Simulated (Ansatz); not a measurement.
# Direct or indirect: CdF2 (Fm-3m)

```cif
data_structure
_symmetry_space_group_name_H-M 'Fm-3m'
_symmetry_Int_Tables_number 225
_cell_length_a 5.3880
_cell_length_b 5.3880
_cell_length_c 5.3880
_cell_angle_alpha 90.000
_cell_angle_beta 90.000
_cell_angle_gamma 90.000
_cell_volume 156.42
loop_
_atom_site_label
_atom_site_type_symbol
_atom_site_symmetry_multiplicity
_atom_site_Wyckoff_symbol
_atom_site_fract_x
_atom_site_fract_y
_atom_site_fract_z
_atom_site_occupancy
Cd1 Cd 4 a 0.00000 0.00000 0.00000 1
F1 F 8 c 0.25000 0.25000 0.75000 1
```

Method: Ansatz, PBE, independent particles, without spin-orbit coupling, line width 0.1 eV (Gaussian). The band structure gives a fundamental gap of 3.10 eV. The spectrum of vertical transitions near the edge:

| E (eV) | Im ε, E ∥ xyz |
| --- | --- |
| 2.64 | 0.00 |
| 2.76 | 0.00 |
| 2.88 | 0.00 |
| 3.00 | 0.00 |
| 3.12 | 0.00 |
| 3.24 | 0.00 |
| 3.36 | 0.00 |
| 3.48 | 0.00 |
| 3.60 | 0.01 |
| 3.72 | 0.04 |
| 3.84 | 0.09 |
| 3.96 | 0.16 |
| 4.08 | 0.32 |
| 4.20 | 0.56 |
| 4.32 | 0.72 |
| 4.44 | 0.83 |
| 4.56 | 0.92 |
| 4.68 | 0.98 |
| 4.80 | 1.04 |
| 4.92 | 1.08 |
| 5.04 | 1.12 |

(1) Is the gap direct or indirect, and about where do vertical transitions set in?

Answers

(1) Indirect, by the band path, whose least direct gap is 3.60 eV. The curves fit this: they stay near zero above 3.10 eV and rise only from about 3.6 eV, though a forbidden direct transition would look alike. Lines are broadened by 0.1 eV, which spreads the edge, and phonons, which would give weak absorption from the fundamental gap up, are left out.

[Logs are printed without paths, hosts, clocks, repeated set-up lines and the standing remarks that a program may print on its own settings, such as how far it seeks lower states.]
